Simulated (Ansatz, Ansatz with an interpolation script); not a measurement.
An input for Ansatz 0.2.0 (In2O3 (R-3c)):

```yaml
crystal:
  lattice:
    - [2.7435, 1.58396046, 4.83666667]
    - [-2.7435, 1.58396046, 4.83666667]
    - [0.0, -3.16792093, 4.83666667]
  atoms:
    - { symbol: In, position: [0.35731, 0.35731, 0.35731] }
    - { symbol: In, position: [0.14269, 0.14269, 0.14269] }
    - { symbol: In, position: [0.64269, 0.64269, 0.64269] }
    - { symbol: In, position: [0.85731, 0.85731, 0.85731] }
    - { symbol: O, position: [0.548, 0.952, 0.25] }
    - { symbol: O, position: [0.25, 0.548, 0.952] }
    - { symbol: O, position: [0.952, 0.25, 0.548] }
    - { symbol: O, position: [0.452, 0.048, 0.75] }
    - { symbol: O, position: [0.75, 0.452, 0.048] }
    - { symbol: O, position: [0.048, 0.75, 0.452] }
kpoints:
  mp_grid: { grid: [4, 4, 4] }
hamiltonian:
  xc: lda
  pseudopotentials: { kind: paw, azcp: { folder: soft_1 }, xc_functional: pbe }
scf:
  occupations: { method: fixed }
  n_extra_bands: 67
output:
  wannier:
    kmesh: [8, 8, 8]
    projections:
      - { species: In, l: s, shell: 5 }
      - { species: In, l: p, shell: 5 }
      - { species: O, l: p, shell: 2 }
    minimise: true
    write_hr: true
    seedname: w
    conv_tol: 1.0e-06
    max_iter: 20000
    stability_check: false
    disentanglement:
      window: [2.69, 23.26]
      frozen_window: [2.69, 12.81]
      conv_tol: 1.0e-08
```

```sh
ansatz run input.yaml --threads 3 --pin off --max-ram 92160MiB --backend cuda --events-out ev --progress --plain --runs-dir out --devices 1 --max-vram 13GiB
```

Q: How long will it take on 1 × NVIDIA H100 80GB HBM3 (shared by 6 runs) with 3 threads of AMD EPYC 7R13 (Zen 3), shared host, and how much memory?

It took 40 s; on shared hardware allow 20 s to 80 s. Peak host memory was 1.9 GiB.

[Paths, hosts, dates, memory and timing lines, banners, echoed tables and standing remarks are left out of the program output.]

[Logs are printed without paths, hosts, clocks, repeated set-up lines and the standing remarks that a program may print on its own settings, such as how far it seeks lower states.]

[Runs of the session that timed out or met a known fault of the program may be left out.]

[Hosts, paths, dates, database ids (printed as entryN), source tags and the programs' standing remarks are cut or masked in the printed files.]
